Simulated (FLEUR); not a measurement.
**1 ML Cr on Re(0001), fcc site, 5 substrate layers: moments or none**

Wanted: the moments of 1 ML Cr on Re(0001), fcc site, 5 substrate layers and the energy gained by spin polarisation.

Program: FLEUR MaX-R8.1. Level of theory: PBEsol; all-electron FLAPW film, Dirac cores, scalar-relativistic bands. Results are calculated unless marked as measured.

Most raw output is cut from this account.

## Step 1: Starting point

The cell holds 6 atoms: 5 Re and 1 Cr. Its edges and angles: a = 2.761 Å, b = 2.761 Å, c = 25.046 Å, α = 90.0°, β = 90.0°, γ = 120.0°. Pseudomorphic film on a typed substrate lattice, hard-sphere layer spacings, unrelaxed. Vacuum lies along c.

As a file:

```cif
data_structure
_symmetry_space_group_name_H-M 'P 1'
_symmetry_Int_Tables_number 1
_cell_length_a 2.7608
_cell_length_b 2.7608
_cell_length_c 25.0464
_cell_angle_alpha 90.000
_cell_angle_beta 90.000
_cell_angle_gamma 120.000
_cell_volume 165.33
loop_
_atom_site_label
_atom_site_type_symbol
_atom_site_fract_x
_atom_site_fract_y
_atom_site_fract_z
_atom_site_occupancy
Re1 Re 0.00000 0.00000 0.27948 1
Re2 Re 0.66667 0.33333 0.36848 1
Re3 Re 0.00000 0.00000 0.45748 1
Re4 Re 0.66667 0.33333 0.54648 1
Re5 Re 0.00000 0.00000 0.63548 1
Cr6 Cr 0.33333 0.66667 0.72052 1
```

## Step 2: Order 1, typed as ferro +

The parallel start is the test of whether parallel moments hold.

inpgen writes inp.xml from crystal.txt; cutoffs, mixing, functional, smearing and local orbitals are then set in the file. The k list default-1 (kpts.xml, not shown) is a Γ-centred 12×12×1 mesh; where the ranks do not divide the number of points, some are split in two of half the weight.

Input file inp.xml:

```
<?xml version="1.0" encoding="UTF-8" standalone="no"?>
<fleurInput fleurInputVersion="0.39">
   <comment>
      CrRe5
   </comment>
   <calculationSetup>
      <cutoffs Kmax="3.6" Gmax="10.8" GmaxXC="10.8" numbands="0"/>
      <scfLoop itmax="120" minDistance="0.00002" maxIterBroyd="15" imix="Anderson" alpha="0.03" precondParam="0.0" spinf="2.0" sdNocoIR="T"/>
      <coreElectrons ctail="T" frcor="F" kcrel="0" coretail_lmax="0"/>
      <xcFunctional name="PBEs" relativisticCorrections="F"/>
      <magnetism jspins="2"/>
      <soc l_soc="F" theta="0.0" phi="0.0" spav="F"/>
      <expertModes spex="0" secvar="F"/>
      <geometryOptimization l_f="F" forcealpha="1.0" forcemix="BFGS" epsdisp="0.00001" epsforce="0.00001"/>
      <ldaU l_linMix="F" mixParam="0.05" spinf="1.0"/>
   </calculationSetup>
   <cell>
      <bzIntegration valenceElectrons="89.0" mode="hist" fermiSmearingEnergy="0.00110248">
         <kPointListSelection listName="default-1"/>
         <xi:include xmlns:xi="http://www.w3.org/2001/XInclude" href="kpts.xml"> </xi:include>
      </bzIntegration>
      <xi:include xmlns:xi="http://www.w3.org/2001/XInclude" href="sym.xml"> </xi:include>
      <filmLattice scale="1.0" dVac="26.45" dTilda="28.95">
         <bravaisMatrixFilm>
            <row-1>    5.2171559559627658    -0.0000000165162063</row-1>
            <row-2>   -2.6085779636761557     4.5181896016222423</row-2>
         </bravaisMatrixFilm>
         <vacuumEnergyParameters vacuum="1" spinUp="-.25" spinDown="-.25"/>
         <vacuumEnergyParameters vacuum="2" spinUp="-.25" spinDown="-.25"/>
      </filmLattice>
   </cell>
   <atomSpecies>
      <species name="Rhenium (Re)" element="Re" atomicNumber="75">
         <mtSphere radius="2.39" gridPoints="791" logIncrement="0.017"/>
         <atomicCutoffs lmax="8" lnonsphr="6"/>
         <electronConfig flipSpins="F">
            <coreConfig>(1s1/2) (2s1/2) (2p1/2) (2p3/2) (3s1/2) (3p1/2) (3p3/2) (4s1/2) (3d3/2) (3d5/2) (4p1/2) (4p3/2) (4d3/2) (4d5/2) (4f5/2) (4f7/2)</coreConfig>
            <valenceConfig>(5s1/2) (5p1/2) (5p3/2) (6s1/2) (5d3/2) (5d5/2)</valenceConfig>
            <stateOccupation state="(5d3/2)" spinUp="1.000000" spinDown="1.000000"/>
            <stateOccupation state="(5d5/2)" spinUp="1.500000" spinDown="1.500000"/>
         </electronConfig>
         <energyParameters s="6" p="6" d="5" f="5"/>
         <lo type="SCLO" l="0" n="5" eDeriv="0"/>
         <lo type="SCLO" l="1" n="5" eDeriv="0"/>
      </species>
      <species name="Chromium (2.500" element="Cr" atomicNumber="24">
         <mtSphere radius="2.39" gridPoints="791" logIncrement="0.015"/>
         <atomicCutoffs lmax="8" lnonsphr="6"/>
         <electronConfig flipSpins="F">
            <coreConfig>(1s1/2) (2s1/2) (2p1/2) (2p3/2)</coreConfig>
            <valenceConfig>(3s1/2) (3p1/2) (3p3/2) (4s1/2) (3d3/2) (3d5/2)</valenceConfig>
            <stateOccupation state="(4s1/2)" spinUp="0.5" spinDown="0.5"/>
            <stateOccupation state="(3d3/2)" spinUp="1.0" spinDown="1.0"/>
            <stateOccupation state="(3d5/2)" spinUp="2.75" spinDown="0.25"/>
         </electronConfig>
         <energyParameters s="4" p="4" d="3" f="4"/>
         <lo type="SCLO" l="0" n="3" eDeriv="0"/>
         <lo type="SCLO" l="1" n="3" eDeriv="0"/>
      </species>
   </atomSpecies>
   <atomGroups>
      <atomGroup species="Rhenium (Re)">
         <filmPos label="                   1">.0000000000 .0000000000 -10.4373641325</filmPos>
         <force calculate="T" relaxXYZ="TTT"/>
      </atomGroup>
      <atomGroup species="Rhenium (Re)">
         <filmPos label="                   2">-1.000/3.000 1.000/3.000 -6.2249608002</filmPos>
         <force calculate="T" relaxXYZ="TTT"/>
      </atomGroup>
      <atomGroup species="Rhenium (Re)">
         <filmPos label="                   3">.0000000000 .0000000000 -2.0126047989</filmPos>
         <force calculate="T" relaxXYZ="TTT"/>
      </atomGroup>
      <atomGroup species="Rhenium (Re)">
         <filmPos label="                   4">-1.000/3.000 1.000/3.000 2.1997985334</filmPos>
         <force calculate="T" relaxXYZ="TTT"/>
      </atomGroup>
      <atomGroup species="Rhenium (Re)">
         <filmPos label="                   5">.0000000000 .0000000000 6.4122018657</filmPos>
         <force calculate="T" relaxXYZ="TTT"/>
      </atomGroup>
      <atomGroup species="Chromium (2.500">
         <filmPos label="                   6">1.000/3.000 -1.000/3.000 10.4373641325</filmPos>
         <force calculate="T" relaxXYZ="TTT"/>
      </atomGroup>
   </atomGroups>
   <output dos="F" band="F" slice="F">
      <bandDOS minEnergy="-.5*Htr" maxEnergy="0.5*Htr" sigma="0.015" storeEVData="T"/>
      <plotting iplot="0" polar="F">
         <plot TwoD="T" vec1="  1.0  0.0  0.0" vec2="  0.0  1.0  0.0" vec3="  0.0  0.0  1.0" zero="  0.0  0.0 -0.5" file="plot"/>
      </plotting>
      <moessbauerParams electricFieldGradient="F" isomerShift="F" coreHyperfine="F" valenceHyperfine="F"/>
   </output>
</fleurInput>
```

Input file crystal.txt:

```
CrRe5
&input film=T cartesian=F /
2.76080003766  -0.00000000874  0.00000000000
-1.38040001126  2.39092297175  0.00000000000
0.00000000000  0.00000000000  1.00000000000
1.8897261246
1.0 1.0 1.0

6
75 0.00000000000  0.00000000000  -10.43736413248
75 0.66666666667  0.33333333333  -6.22496080022
75 0.00000000000  0.00000000000  -2.01260479887
75 0.66666666667  0.33333333333  2.19979853339
75 0.00000000000  0.00000000000  6.41220186565
24 0.33333333333  0.66666666667  10.43736413248 : 2.500

&kpt div1=12 div2=12 div3=1 gamma=T /
```

Run with:

```bash
$ OMP_NUM_THREADS=1 inpgen -f crystal.txt > inpgen.log  # inp.xml is then edited as shown
$ OMP_NUM_THREADS=1 mpirun -n 4 fleur_MPI > fleur.log
```

It took 3.3 min on 4 MPI ranks of AMD EPYC 9R45, shared host; peak memory 0.48 GiB; 13 min of CPU time.

Spin moment in the muffin-tin sphere by atom:

| atom | spin moment in the muffin-tin sphere (μB) |
| --- | --- |
| Re1 | -0.01 |
| Re2 | 0.00 |
| Re3 | -0.01 |
| Re4 | 0.03 |
| Re5 | -0.15 |
| Cr6 | 2.02 |

Numbers from this step:

| Quantity | Value |
| --- | --- |
| free energy | -2302510.8644 eV |
| program's band gap on this mesh (in a metal only a level spacing) | 0.005065 eV |
| magnetization | 2.143 μB |
| final state | ferromagnetic, with opposed induced moments |

After 84 cycles the largest moment stands at 2.02 μB.

## Step 3: Start 2: no spin polarisation

Without spin polarisation no moment can form, so the difference from the other runs is what forming moments gains.

Edit inp.xml of step 2 so:

```diff
@@ -10,3 +10,3 @@
       <xcFunctional name="PBEs" relativisticCorrections="F"/>
-      <magnetism jspins="2"/>
+      <magnetism jspins="1"/>
       <soc l_soc="F" theta="0.0" phi="0.0" spav="F"/>
@@ -45,3 +45,3 @@
       </species>
-      <species name="Chromium (2.500" element="Cr" atomicNumber="24">
+      <species name="Chromium (Cr)" element="Cr" atomicNumber="24">
          <mtSphere radius="2.39" gridPoints="791" logIncrement="0.015"/>
@@ -51,5 +51,5 @@
             <valenceConfig>(3s1/2) (3p1/2) (3p3/2) (4s1/2) (3d3/2) (3d5/2)</valenceConfig>
-            <stateOccupation state="(4s1/2)" spinUp="0.5" spinDown="0.5"/>
-            <stateOccupation state="(3d3/2)" spinUp="1.0" spinDown="1.0"/>
-            <stateOccupation state="(3d5/2)" spinUp="2.75" spinDown="0.25"/>
+            <stateOccupation state="(4s1/2)" spinUp="0.500000" spinDown="0.500000"/>
+            <stateOccupation state="(3d3/2)" spinUp="1.000000" spinDown="1.000000"/>
+            <stateOccupation state="(3d5/2)" spinUp="1.500000" spinDown="1.500000"/>
          </electronConfig>
@@ -81,3 +81,3 @@
       </atomGroup>
-      <atomGroup species="Chromium (2.500">
+      <atomGroup species="Chromium (Cr)">
          <filmPos label="                   6">1.000/3.000 -1.000/3.000 10.4373641325</filmPos>
```

Edit crystal.txt of step 2 so:

```diff
@@ -14,3 +14,3 @@
 75 0.00000000000  0.00000000000  6.41220186565
-24 0.33333333333  0.66666666667  10.43736413248 : 2.500
+24 0.33333333333  0.66666666667  10.43736413248
```

Wall time 73 s (4 MPI ranks); peak memory 0.36 GiB.

Numbers from this step:

- free energy: -2302510.8090 eV
- program's band gap on this mesh (in a metal only a level spacing): 0.01937 eV
- final state: non-magnetic (no spin polarisation)

It lies 55.4 meV a seeded atom over the first start.

## Step 4: Ranking

Free energies are divided by the number of seeded atoms.

Orders:

| start | final state | typed order kept | energy over the lowest (meV a seeded atom) | largest sphere moment (μB) | net moment (μB a primitive cell) | mesh matched | CPU time (s) |
| --- | --- | --- | --- | --- | --- | --- | --- |
| ferro + | ferromagnetic, with opposed induced moments | yes | 0 | 2.021 | 2.143 | yes | 791.1 |
| no spin polarisation | non-magnetic | - | 55.42 | 0 | 0 | yes | 291.7 |

## Step 5: Spin–orbit coupling, moments along z

Spin–orbit coupling ties the spins to the lattice and lets orbital moments form.

A new self-consistent run of the start ferro +, with the moments along z.

Edit inp.xml of step 2 so:

```diff
@@ -6,3 +6,3 @@
    <calculationSetup>
-      <cutoffs Kmax="3.6" Gmax="10.8" GmaxXC="10.8" numbands="0"/>
+      <cutoffs Kmax="3.6" Gmax="10.8" GmaxXC="10.8" numbands="209"/>
       <scfLoop itmax="120" minDistance="0.00002" maxIterBroyd="15" imix="Anderson" alpha="0.03" precondParam="0.0" spinf="2.0" sdNocoIR="T"/>
@@ -11,3 +11,3 @@
       <magnetism jspins="2"/>
-      <soc l_soc="F" theta="0.0" phi="0.0" spav="F"/>
+      <soc l_soc="T" theta="0.0" phi="0.0" spav="F"/>
       <expertModes spex="0" secvar="F"/>
```

Edit crystal.txt of step 2 so:

```diff
@@ -16,2 +16,3 @@
 
+&soc 0.0000000 0.0000000 /
 &kpt div1=12 div2=12 div3=1 gamma=T /
```

The job ended after 19 min (4 MPI ranks; peak memory 1 GiB; 75 min of CPU time).

Spin moment in the muffin-tin sphere by atom:

| atom | spin moment in the muffin-tin sphere (μB) |
| --- | --- |
| Re1 | 0.00 |
| Re2 | 0.01 |
| Re3 | 0.00 |
| Re4 | 0.04 |
| Re5 | -0.15 |
| Cr6 | 2.07 |

Read from the output:

```yaml
free_energy: -2302515.6585 eV
program_s_band_gap_on_this_mesh_in_a_metal_only_a_level_spacing: 0 eV
magnetization: 2.243 μB
final_state: ferromagnetic, with opposed induced moments
orbital_moment_along_the_spin: -0.0076 μB
```

Orbital moment in the sphere, along the spin axis by atom:

| atom | orbital moment in the sphere, along the spin axis (μB) |
| --- | --- |
| Re1 | -0.0036 |
| Re2 | 0.0016 |
| Re3 | 0.0011 |
| Re4 | -0.0012 |
| Re5 | -0.0155 |
| Cr6 | -0.0076 |

## Step 6: Summary of results

```json
{
  "lower run": "with moments",
  "largest site spin moment": "2.02 μB",
  "energy gained by spin polarisation": "55.4 meV a seeded atom",
  "orbital moment on the atom of largest spin, along its spin (spin–orbit run)": "-0.0076 μB"
}
```

In words: The crystal holds moments, up to 2.02 μB, and the spinless run lies 55.4 meV a seeded atom higher. On the atom of largest spin the orbital moment is almost quenched. No antiferromagnetic order was tried, so the session says nothing on how the moments order. Core electrons leak out of the spheres (0.025 e), which costs some accuracy. A substrate of 5 unrelaxed layers is a model; thickness and relaxation can move these numbers.

[Logs and program files are shortened in this print: banners, set-up blocks, solver, clock and traceback lines can be left out without a mark of their own.]

[Logs are printed without paths, hosts, clocks, repeated set-up lines and the standing remarks that a program may print on its own settings, such as how far it seeks lower states.]

[Hosts, paths, dates, database ids (printed as entryN), source tags and the programs' standing remarks are cut or masked in the printed files.]

[Where a cell is said to come from a database of computed structures, the database is the Materials Project.]
